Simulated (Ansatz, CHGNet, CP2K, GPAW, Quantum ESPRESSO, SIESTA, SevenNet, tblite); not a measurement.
## GPAW runs on generalised stacking fault on (111) (glide set) of a Ge-Sn solid solution (48 atoms)

How do the settings of GPAW change the result for generalised stacking fault on (111) (glide set) of a Ge-Sn solid solution (48 atoms)? A plane-wave run serves as the yardstick.

Program: GPAW 26.7.0. Level of theory: the method is named at each step. Results are calculated unless marked as measured.

## (1) The structure

The cell holds 48 atoms: 34 Ge and 14 Sn. Its edges and angles: a = 8.334 Å, b = 7.218 Å, c = 20.806 Å, α = 90.0°, β = 80.4°, γ = 90.0°. Diamond-structure Ge lattice (a = 5.8932 Å, the value set for the mixture), cell with z along [111], 2 x 1 x 2 periods; the third cell vector is tilted by 0.833 of 1/2[1-10] and lengthened by 0.1 Å, so the cell holds one fault (glide set); displaced by a Gaussian of 0.01 Å; 14 of 48 Ge sites given to Sn at random (lattice constant by Vegard's rule between Ge and Sn). Then every atom was moved at random, 0.05 Å r.m.s. a Cartesian component. The structure's axis is c.

The yardstick, on the same geometry:

- method: Kohn-Sham DFT, PBE, PAW, plane waves (Ansatz 0.2.0); cutoff 420 eV, Γ point, fermi-dirac smearing of 0.05 eV; PAW set soft_2
- r.m.s. force component: 2.273 eV/Å
- longest force: 12.79 eV/Å
- pressure: 10.2 GPa
- SCF cycles: 11
- time: 28 s on 4 threads of Arm Neoverse V1, shared host
- CPU time: 1.7 min

## (2) PBE, LCAO dzp, h 0.2 Å

Method: Kohn-Sham DFT, PBE, PAW, atomic orbitals (dzp).

File run.py:

```python
import numpy as np
from ase.io import read
from gpaw import GPAW, FermiDirac

atoms = read("structure.xyz")
atoms.calc = GPAW(
    mode="lcao",
    basis="dzp",
    h=0.2,
    xc="PBE",
    kpts={"size": (1, 1, 1), "gamma": True},
    occupations=FermiDirac(0.05),
    maxiter=200,
    symmetry={"point_group": False},
    txt="gpaw.txt",
)
energy = atoms.get_potential_energy(force_consistent=True)
forces = atoms.get_forces()
print(f"energy {energy:.6f} eV")
print("forces (eV/A)")
for i, (a, f) in enumerate(zip(atoms, forces)):
    print(f"{i:4d} {a.symbol:2s} {f[0]:10.5f} {f[1]:10.5f} {f[2]:10.5f}")
print(f"Fermi level {atoms.calc.get_fermi_level():.4f} eV")
for k in range(len(atoms.calc.get_ibz_k_points())):
    for s in range(atoms.calc.get_number_of_spins()):
        e = atoms.calc.get_eigenvalues(kpt=k, spin=s)
        n = np.searchsorted(e, atoms.calc.get_fermi_level())
        print(f"k {k} spin {s} levels about the Fermi level:", np.round(e[max(n - 6, 0):n], 4).tolist(), "|", np.round(e[n:n + 6], 4).tolist())
```

File structure.xyz:

```xyz
48
Lattice="8.33424 0.00000 0.00000 0.00000 7.21767 0.00000 3.47263 0.00000 20.51464" Properties=species:S:1:pos:R:3 pbc="T T T"
Ge 6.19927 3.60364 0.49338
Sn 6.24284 3.65301 2.97914
Sn 6.34713 6.01023 3.90004
Ge 6.33783 5.96115 6.31912
Sn 1.96446 3.63612 0.43224
Ge 2.18287 3.61728 2.98734
Ge 2.03670 5.97363 3.73777
Ge 2.12696 6.14931 6.41267
Ge 4.15704 0.04143 0.37275
Ge 4.07658 7.14275 3.05730
Sn 4.17603 2.38125 3.84814
Ge 4.25137 2.34372 6.34682
Sn 4.02428 4.79087 7.22279
Sn 4.17425 4.81281 9.75758
Ge 6.18839 1.26107 7.25008
Ge 6.22925 1.23336 9.74445
Ge 6.22120 3.57340 10.64812
Ge 6.28374 3.63114 13.23215
Ge 6.23032 6.11712 14.10956
Ge 6.18237 5.88767 16.64496
Ge 8.34686 0.02634 0.45563
Sn 8.36129 7.14427 2.95288
Ge 8.33545 2.41409 3.81100
Ge 8.40191 2.44672 6.36405
Ge 8.34014 4.76034 7.25316
Ge 8.33661 4.81613 9.74917
Sn 2.06796 1.16277 7.15715
Ge 2.08284 1.11838 9.75553
Ge 2.10835 3.61786 10.54678
Ge 10.37776 3.61194 13.13511
Ge 10.42225 5.98626 14.04391
Ge 10.37091 6.04451 16.62773
Ge 4.16698 7.16960 10.61612
Ge 4.19303 0.03789 13.16137
Ge 4.18402 2.45827 14.11202
Ge 4.15737 2.46779 16.58814
Ge 4.15156 4.83569 17.38739
Ge 4.09808 4.90758 20.00485
Sn 6.28484 1.18254 17.38226
Sn 6.18497 1.17511 19.95951
Sn 8.36043 7.20295 10.63233
Sn 8.36761 7.13618 13.20691
Sn 8.33929 2.43705 14.01150
Ge 8.34428 2.40110 16.50813
Sn 8.30051 4.79701 17.33323
Ge 8.29591 4.81707 20.00362
Ge 10.36022 1.28662 17.51478
Ge 10.39961 1.23090 19.91089
```

The run is started by

```bash
$ OMP_NUM_THREADS=1 python run.py > output.txt
```

Numbers of over 12 decimals in the logs are rounded to 6 here.

The program printed:

```text
energy -170.264469 eV
forces (eV/A)
   0 Ge    4.65174   -3.62180    0.94483
   1 Sn    1.37384   -1.19336   -0.89061
   2 Sn   -3.22806    0.82977    0.28512
   3 Ge   -0.16776    0.85521    2.53317
   4 Sn    7.78584   -6.05429    4.70892
   5 Ge   -1.78595    0.63297    0.02945
   6 Ge    1.30541   -1.08045    1.65682
   7 Ge   -1.89824   -2.72939   -2.32138
   8 Ge    9.49549   -7.19627    6.21701
   9 Ge    0.57108   -0.18042   -1.44920
  10 Sn   -0.85679   -1.40250    0.25769
  11 Ge   -0.27344    0.41780    0.66147
  12 Sn    1.52147   -0.51521   -1.93776
  13 Sn    0.67646   -0.05476    1.47647
  14 Ge    1.34338   -1.02565    0.05546
  15 Ge   -0.43872    0.07272   -0.18607
  16 Ge    1.13258   -0.24172    0.72211
  17 Ge   -1.52686    1.07523   -0.78531
  18 Ge   -1.02853   -1.21928    0.49359
  19 Ge   -0.59533    0.84842   -1.29738
  20 Ge    3.68647   -2.78043    0.58536
  21 Sn    1.37365    2.37296   -0.93126
  22 Ge    1.14685    0.04758    0.75052
  23 Ge   -1.57819    0.41503   -0.77902
[...]
40 Sn   -1.11776    0.01938   -1.31338
  41 Sn   -0.24235   -0.43206    0.82117
  42 Sn    0.05543    0.29216    0.17851
  43 Ge    0.99186   -0.43964    0.76656
  44 Sn    0.19011   -0.48365    1.26112
  45 Ge   -4.60131    3.75203   -2.39187
  46 Ge    0.50185   -0.32870   -0.94847
  47 Ge   -4.31743    2.80946   -1.22802
Fermi level 5.7661 eV
k 0 spin 0 levels about the Fermi level: [5.1907, 5.3534, 5.4451, 5.5785, 5.64, 5.751] | [5.8072, 5.8366, 5.9676, 6.0445, 6.0984, 6.3243]
```

gpaw.txt:

```text
Input parameters:
  mode=LCAO(),
  basis={'default': 'dzp'},
  h=0.2,
  kpts=MonkhorstPack(size=(1, 1, 1), gamma=True),
  maxiter=200,
  occupations=Occupations(name='fermi-dirac', width=0.05, fixmagmom=False),
  symmetry=Symmetry(point_group=False),
  xc=XC(name='PBE')
Unit cell  # Å
| periodic |        x |        y |         z |   lengths |    angles |
|----------|----------|----------|-----------|-----------|-----------|
|      yes | 8.334240 | 0.000000 |  0.000000 |  8.334240 | 90.000000 |
|      yes | 0.000000 | 7.217670 |  0.000000 |  7.217670 | 80.392293 |
|      yes | 3.472630 | 0.000000 | 20.514640 | 20.806480 | 90.000000 |
Number of symmetries: 1
Symmetry operations  # r_c * U_cc + t_c -> r_c
|   | kind |            matrix            |
|---|------|------------------------------|
| 0 |  E   |  1, 0, 0,  0, 1, 0,  0, 0, 1 |
BZ-sampling:
  Number of BZ points: 1
  Number of IBZ points: 1
  Monkhorst-Pack size: [1, 1, 1]
  Monkhorst-Pack shift: [0, 0, 0]
[... lines left out ...]
  Fermi-Dirac:
[... lines left out ...]
    Stencil: 8*3+1=25 point O(h^6) finite-difference Laplacian
xc functional:
  name: PBE with 2 nearest neighbor stencil
interpolation: tri-quintic # 5. degree polynomial
Initialization done in: 8.295 s
convergence criteria:
- Maximum [total energy] change in last 3 cyles: 0.0005 eV / valence electron
- Maximum integral of absolute [dens]ity change: 0.0001 electrons / valence electron
- Maximum integral of absolute [eigenst]ate change: 4e-08 eV^2 / valence electron
maximum number of iterations: 200
SCF iterations
|iter     |      energy | eigst |  dens |
|---------|-------------|-------|-------|
|iter:   1| -171.250574 |      c|       |
|iter:   2| -171.025463 |      c| -1.22 |
|iter:   3| -181.097922 |      c| -1.25 |
|iter:   4| -215.122389 |      c| -1.17 |
[...]
|iter:   8| -170.244688 |      c| -1.63 |
|iter:   9| -170.213677 |      c| -1.94 |
|iter:  10| -170.196912c|      c| -2.24 |
|iter:  11| -170.156049c|      c| -2.32 |
|iter:  12| -170.154271c|      c| -2.69 |
[...]
|iter:  17| -170.150085c|      c| -3.45 |
|iter:  18| -170.149299c|      c| -3.42 |
|iter:  19| -170.149262c|      c| -4.23c|
Converged in 19 steps
SCF loop duration: 168.783 s (8.883 s/step)
Energy contributions relative to reference atoms: (reference = -4293469.393285)
Energy contributions:
  Kinetic:         819.580672
  Coulomb:        -712.814589
  Zero:              0.937813
  External:          0.000000
  Xc:             -277.737951
  Entropy:          -0.230415
  Spinorbit:         0.000000
  ----------------------------
  Free energy:    -170.264469
  Extrapolated:   -170.149262
dipole moment: (48.492995, 42.928580, -26.487963)  # |e|*Ang
Fermi level: 5.766
Eigenvalues  # (at kpt = [0.000, 0.000, 0.000])
| band index |      eig [eV] | occ [0-2] |
|------------|---------------|-----------|
|          0 |       -16.837 |     2.000 |
|        ... |               |           |
|        158 |         5.073 |     2.000 |
|        159 |         5.144 |     2.000 |
[...]
|        173 |         6.579 |     0.000 |
|        ... |               |           |
|        203 |         9.245 |     0.000 |
Gap: 0.056 eV
Transition (v -> c):
  (s=0, k=0, n=165, [0.00, 0.00, 0.00]) -> (s=0, k=0, n=166, [0.00, 0.00, 0.00])
No difference between direct/indirect transitions
Force computation time: 20.241  # s
timing:  # [seconds]
  Total:  197.351  # ━━━━━━━━━━━━━━━━━━━━━━━━━━━━━━━━━━━━━━━━━━━━━━━━━━━━━━━━
  Init:     8.294  # ━━╸
  SCF:    168.783  # ━━━━━━━━━━━━━━━━━━━━━━━━━━━━━━━━━━━━━━━━━━━━━━━━
  Forces:  20.241  # ━━━━━╸
```

Wall time 3.3 min (1 thread of Arm Neoverse V1, shared host); peak memory 1.2 GiB.

Banners, paths, timers and routine set-up lines are dropped from the logs unmarked, and long logs keep their key lines alone; longer cuts are marked.

Against the reference:

| Item | Value |
| --- | --- |
| r.m.s. force component | 2.406 eV/Å |
| r.m.s. difference of force components | 143.5 meV/Å |
| longest difference of force vectors | 650.6 meV/Å |
| force difference over r.m.s. force | 6.311 % |
| slope of forces against the reference's | 1.058 |
| correlation of force components | 0.9997 |

Length of the force difference by element (eV/Å):

```tsv
element	atoms	mean	most
Ge	34	0.17	0.65
Sn	14	0.16	0.65
```

Local excerpt of 9 atoms (numbers count through the whole input) about Sn40, which has 3 bonded neighbours where the commonest count for Sn is 4; x, y, z are measured from there.

```tsv
atom	x	y	z	distance (Å)	bonds	Fx	Fy	Fz (eV/Å)
Sn40	0.00	0.00	0.00	0.00	3	-8.78	5.80	-3.33
Ge9	1.44	-1.13	0.93	2.06	3	9.50	-7.20	6.22
Sn39	0.10	0.01	-2.58	2.58	4	-0.53	-0.29	-1.52
Sn5	-0.75	2.46	0.99	2.76	3	7.79	-6.05	4.71
Ge21	-2.70	-1.15	1.01	3.10	3	3.69	-2.78	0.59
Ge10	1.36	-1.25	3.61	4.06	4	0.57	-0.18	-1.45
Ge38	-2.09	-3.49	0.05	4.06	3	-8.01	7.16	-5.55
Ge48	-4.12	0.06	-0.05	4.12	3	-4.32	2.81	-1.23
Ge36	-2.03	1.29	-3.37	4.14	4	-0.70	0.06	-0.16
```

Atoms are counted from 1 here, from 0 in the log.

Forces lie 6.3 % from the reference's, at 1.9 times its CPU time (on 1 against 4 cores).

## (3) PBE, plane waves 450 eV

Method: Kohn-Sham DFT, PBE, PAW, plane waves.

run.py: that of step 2 with these lines changed.

```diff
@@ -2,3 +2,4 @@
 from ase.io import read
-from gpaw import GPAW, FermiDirac
+from gpaw import GPAW, FermiDirac, PW
+from ase.parallel import parprint as print
 
@@ -6,5 +7,3 @@
 atoms.calc = GPAW(
-    mode="lcao",
-    basis="dzp",
-    h=0.2,
+    mode=PW(450),
     xc="PBE",
@@ -14,2 +13,3 @@
     symmetry={"point_group": False},
+    nbands=396,
     txt="gpaw.txt",
@@ -22,2 +22,6 @@
     print(f"{i:4d} {a.symbol:2s} {f[0]:10.5f} {f[1]:10.5f} {f[2]:10.5f}")
+stress = -atoms.get_stress(voigt=False) * 160.21766
+print("stress (GPa, compression positive)")
+for row in stress:
+    print(" ".join(f"{x:10.4f}" for x in row))
 print(f"Fermi level {atoms.calc.get_fermi_level():.4f} eV")
```

structure.xyz is that of step 2.

The run is started by

```bash
$ OMP_NUM_THREADS=1 mpirun -np 2 gpaw python run.py > output.txt
```

The program printed:

```text
energy -180.227993 eV
forces (eV/A)
   0 Ge    4.39038   -3.45000    0.89198
   1 Sn    1.32508   -1.13134   -0.86245
   2 Sn   -3.09628    0.77380    0.29295
   3 Ge   -0.13082    0.84174    2.42139
   4 Sn    7.33491   -5.69844    4.48620
   5 Ge   -1.70879    0.62947    0.05596
   6 Ge    1.29560   -1.05395    1.56214
   7 Ge   -1.77828   -2.60358   -2.20591
   8 Ge    9.00094   -6.87687    5.91585
   9 Ge    0.48722   -0.17976   -1.37756
  10 Sn   -0.84028   -1.37240    0.26098
  11 Ge   -0.21187    0.40513    0.66265
  12 Sn    1.41523   -0.50239   -1.84047
  13 Sn    0.63056   -0.04222    1.41904
  14 Ge    1.25478   -0.97731    0.05646
  15 Ge   -0.43116    0.08964   -0.19592
  16 Ge    1.07887   -0.26555    0.72079
  17 Ge   -1.48998    1.01624   -0.75400
  18 Ge   -1.02178   -1.16242    0.48921
  19 Ge   -0.61217    0.78367   -1.23601
  20 Ge    3.47645   -2.67265    0.53405
  21 Sn    1.33179    2.27816   -0.89779
  22 Ge    1.13406    0.04366    0.76172
  23 Ge   -1.49835    0.43395   -0.73672
[...]
40 Sn   -1.06399   -0.00033   -1.26387
  41 Sn   -0.23367   -0.43856    0.77932
  42 Sn    0.05185    0.32514    0.19188
  43 Ge    0.98242   -0.42022    0.73597
  44 Sn    0.17900   -0.45653    1.15305
  45 Ge   -4.32278    3.59388   -2.24893
  46 Ge    0.48724   -0.30610   -0.88992
  47 Ge   -4.06313    2.67502   -1.21716
stress (GPa, compression positive)
   17.6198    -4.0211     2.8242
   -4.0211     4.0716    -3.3776
    2.8242    -3.3776     7.0324
Fermi level 5.7504 eV
k 0 spin 0 levels about the Fermi level: [5.1903, 5.3469, 5.4405, 5.5398, 5.6378, 5.734] | [5.7922, 5.8223, 5.9285, 6.0067, 6.0567, 6.2865]
```

gpaw.txt:

```text
Input parameters:
  mode=PW(ecut=450.000000),
  kpts=MonkhorstPack(size=(1, 1, 1), gamma=True),
  maxiter=200,
  nbands=396,
  occupations=Occupations(name='fermi-dirac', width=0.05, fixmagmom=False),
  symmetry=Symmetry(point_group=False),
  xc=XC(name='PBE')
Diagonalizing LCAO Hamiltonian
Converting LCAO to pw mode
Unit cell  # Å
[... lines left out ...]
  Converge bands: occupied
[... lines left out ...]
  Fermi-Dirac:
[... lines left out ...]
convergence criteria:
- Maximum [total energy] change in last 3 cyles: 0.0005 eV / valence electron
[... lines left out ...]
Converged in 20 steps
[... lines left out ...]
  ----------------------------
  Free energy:    -180.227993
  Extrapolated:   -180.109563
dipole moment: (48.442211, 42.904743, -26.672789)  # |e|*Ang
Fermi level: 5.750
Eigenvalues  # (at kpt = [0.000, 0.000, 0.000])
| band index |      eig [eV] | occ [0-2] |
|------------|---------------|-----------|
|          0 |       -16.746 |     2.000 |
|        ... |               |           |
|        158 |         5.074 |     2.000 |
|        159 |         5.122 |     2.000 |
[...]
|        ... |               |           |
[...]
Gap: 0.058 eV
Transition (v -> c):
  (s=0, k=0, n=165, [0.00, 0.00, 0.00]) -> (s=0, k=0, n=166, [0.00, 0.00, 0.00])
No difference between direct/indirect transitions
Force computation time: 3.660  # s
Stress tensor  # eV/Ang^3
|         x |         y |         z |
|-----------|-----------|-----------|
[...]
|  0.025098 | -0.025413 |  0.021082 |
| -0.017627 |  0.021082 | -0.043893 |
Stress computation time: 15.697  # s
```

It took 3.8 min on 2 MPI ranks; peak memory 1.2 GiB; 7.6 min of CPU time.

Against the reference:

```
r.m.s. force component                  : 2.283 eV/Å
r.m.s. difference of force components   : 39.41 meV/Å
longest difference of force vectors     : 225.7 meV/Å
force difference over r.m.s. force      : 1.734 %
slope of forces against the reference's : 1.004
correlation of force components         : 0.9999
pressure                                : 9.575 GPa
pressure difference                     : -0.6251 GPa
```

Against the first run (6.3 %), the force difference from the reference is 1.7 %, at 2.3 times the CPU time (on 2 against 1 cores).

The run ends at a pressure of 9.57 GPa, with forces up to 13 eV/Å.

## (4) PBE, LCAO dzp, h 0.2 Å, other mixer settings

Method: Kohn-Sham DFT, PBE, PAW, atomic orbitals (dzp).

run.py: that of step 3 with these lines changed.

```diff
@@ -2,4 +2,3 @@
 from ase.io import read
-from gpaw import GPAW, FermiDirac, PW
-from ase.parallel import parprint as print
+from gpaw import GPAW, FermiDirac, Mixer
 
@@ -7,3 +6,5 @@
 atoms.calc = GPAW(
-    mode=PW(450),
+    mode="lcao",
+    basis="dzp",
+    h=0.2,
     xc="PBE",
@@ -11,5 +12,5 @@
     occupations=FermiDirac(0.05),
+    mixer=Mixer(0.03, 7, 100),
     maxiter=200,
     symmetry={"point_group": False},
-    nbands=396,
     txt="gpaw.txt",
@@ -22,6 +23,2 @@
     print(f"{i:4d} {a.symbol:2s} {f[0]:10.5f} {f[1]:10.5f} {f[2]:10.5f}")
-stress = -atoms.get_stress(voigt=False) * 160.21766
-print("stress (GPa, compression positive)")
-for row in stress:
-    print(" ".join(f"{x:10.4f}" for x in row))
 print(f"Fermi level {atoms.calc.get_fermi_level():.4f} eV")
```

structure.xyz is that of step 3.

The run is started by

```bash
$ OMP_NUM_THREADS=1 python run.py > output.txt
```

The program printed:

```text
energy -170.264470 eV
forces (eV/A)
   0 Ge    4.64431   -3.62397    0.94254
   1 Sn    1.37443   -1.19735   -0.88792
   2 Sn   -3.22868    0.83419    0.29210
   3 Ge   -0.16608    0.85455    2.53498
   4 Sn    7.77740   -6.05214    4.71428
   5 Ge   -1.79270    0.63370    0.04062
[...]
45 Ge   -4.59490    3.75692   -2.38898
  46 Ge    0.50275   -0.32885   -0.95809
  47 Ge   -4.30992    2.81178   -1.22644
Fermi level 5.7661 eV
k 0 spin 0 levels about the Fermi level: [5.1908, 5.3535, 5.4452, 5.5784, 5.6401, 5.7509] | [5.8073, 5.8367, 5.9676, 6.0445, 6.0984, 6.3242]
```

gpaw.txt:

```text
Input parameters:
  mode=LCAO(),
  basis={'default': 'dzp'},
  h=0.2,
  kpts=MonkhorstPack(size=(1, 1, 1), gamma=True),
  maxiter=200,
[... lines left out ...]
  occupations=Occupations(name='fermi-dirac', width=0.05, fixmagmom=False),
[... lines left out ...]
  Fermi-Dirac:
[... lines left out ...]
convergence criteria:
- Maximum [total energy] change in last 3 cyles: 0.0005 eV / valence electron
[... lines left out ...]
Converged in 21 steps
[... lines left out ...]
  Free energy:    -170.264470
[... lines left out ...]
Fermi level: 5.766
[... lines left out ...]
|        ... |               |           |
|        203 |         9.245 |     0.000 |
Gap: 0.056 eV
Transition (v -> c):
  (s=0, k=0, n=165, [0.00, 0.00, 0.00]) -> (s=0, k=0, n=166, [0.00, 0.00, 0.00])
No difference between direct/indirect transitions
Force computation time: 19.705  # s
timing:  # [seconds]
  Total:  215.189  # ━━━━━━━━━━━━━━━━━━━━━━━━━━━━━━━━━━━━━━━━━━━━━━━━━━━━━━━━
  Init:     8.370  # ━━
  SCF:    187.083  # ━━━━━━━━━━━━━━━━━━━━━━━━━━━━━━━━━━━━━━━━━━━━━━━━╸
  Forces:  19.705  # ━━━━━
```

The job ended after 3.6 min (1 thread; peak memory 1.1 GiB).

Numbers from this run, and their distance from the reference:

```yaml
r_m_s_force_component: 2.405 eV/Å
r_m_s_difference_of_force_components: 142.6 meV/Å
longest_difference_of_force_vectors: 649.8 meV/Å
force_difference_over_r_m_s_force: 6.272 %
slope_of_forces_against_the_reference_s: 1.058
correlation_of_force_components: 0.9997
energy_less_the_same_level_run_s: 0 meV/atom
r_m_s_force_difference_from_the_same_level_run: 4.131 meV/Å
```

Against the first run (6.3 %), the force difference from the reference is 6.3 %, at 1.1 times the CPU time: another solver or mixer reaches the same state.

(Part 1 of 2 ends here.)

[Also dropped from logs without a mark: logging warnings of Python, and SIESTA's first energy breakdown and zero terms.]

[Logs are printed without paths, hosts, clocks, repeated set-up lines and the standing remarks that a program may print on its own settings, such as how far it seeks lower states.]

[Hosts, paths, dates, database ids (printed as entryN), source tags and the programs' standing remarks are cut or masked in the printed files.]
